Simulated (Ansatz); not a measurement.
Planning a GW calculation on LiH (Fm-3m).

The database entry behind the starting cell differs from later determinations by our own check (the deuteride, about 0.2 % short), so it need not match the best structure at ambient conditions.

```yaml
crystal:
  lattice:
    - [0.00000, 2.03675, 2.03675]
    - [2.03675, 0.00000, 2.03675]
    - [2.03675, 2.03675, 0.00000]
  atoms:
    - { symbol: Li, position: [0.00000, 0.00000, 0.00000] }
    - { symbol: H, position: [0.50000, 0.50000, 0.50000] }
```

The cell and positions come from the Crystallography Open Database and are kept as given unless a step says otherwise. PAW set soft_2, made with PBE.

Runs so far (Ansatz 0.2.0, start PBE, default PAW files, 6×6×6 mesh). Times are wall times on 1 × NVIDIA H100 80GB HBM3 (shared by 6 runs) with 3 threads of AMD EPYC 7R13 (Zen 3), shared host, good to a factor of about two.

```csv
bands summed,cutoff (eV),gap on the mesh (eV),time
19,60,4.624,7.8 s
52,120,4.801,9.1 s
```

What should the next rung give, with 110 bands and screening to 200 eV, and where is the limit?

The error falls about as one over the bands when the cutoff rises with them. A line through the two highest rungs given predicts 4.855 eV; the run gave 4.885 eV, a miss of 0.030 eV, so the law fails here: the steps don't follow it yet. The two highest rungs put the limit near 4.960 eV, the pair below near 4.904 eV; neither can be trusted until a further rung is run.

Gaps are over the mesh's points; an edge off the mesh would be missed. Limits: not at the basis limit.

[Paths, hosts, dates, memory and timing lines, banners, echoed tables and standing remarks are left out of the program output.]

[Logs are printed without paths, hosts, clocks, repeated set-up lines and the standing remarks that a program may print on its own settings, such as how far it seeks lower states.]

[Runs of the session that timed out or met a known fault of the program may be left out.]

[Cells called generated may have been cut or substituted from an entry of the Crystallography Open Database or the Materials Project.]

[Hosts, paths, dates, database ids (printed as entryN), source tags and the programs' standing remarks are cut or masked in the printed files.]
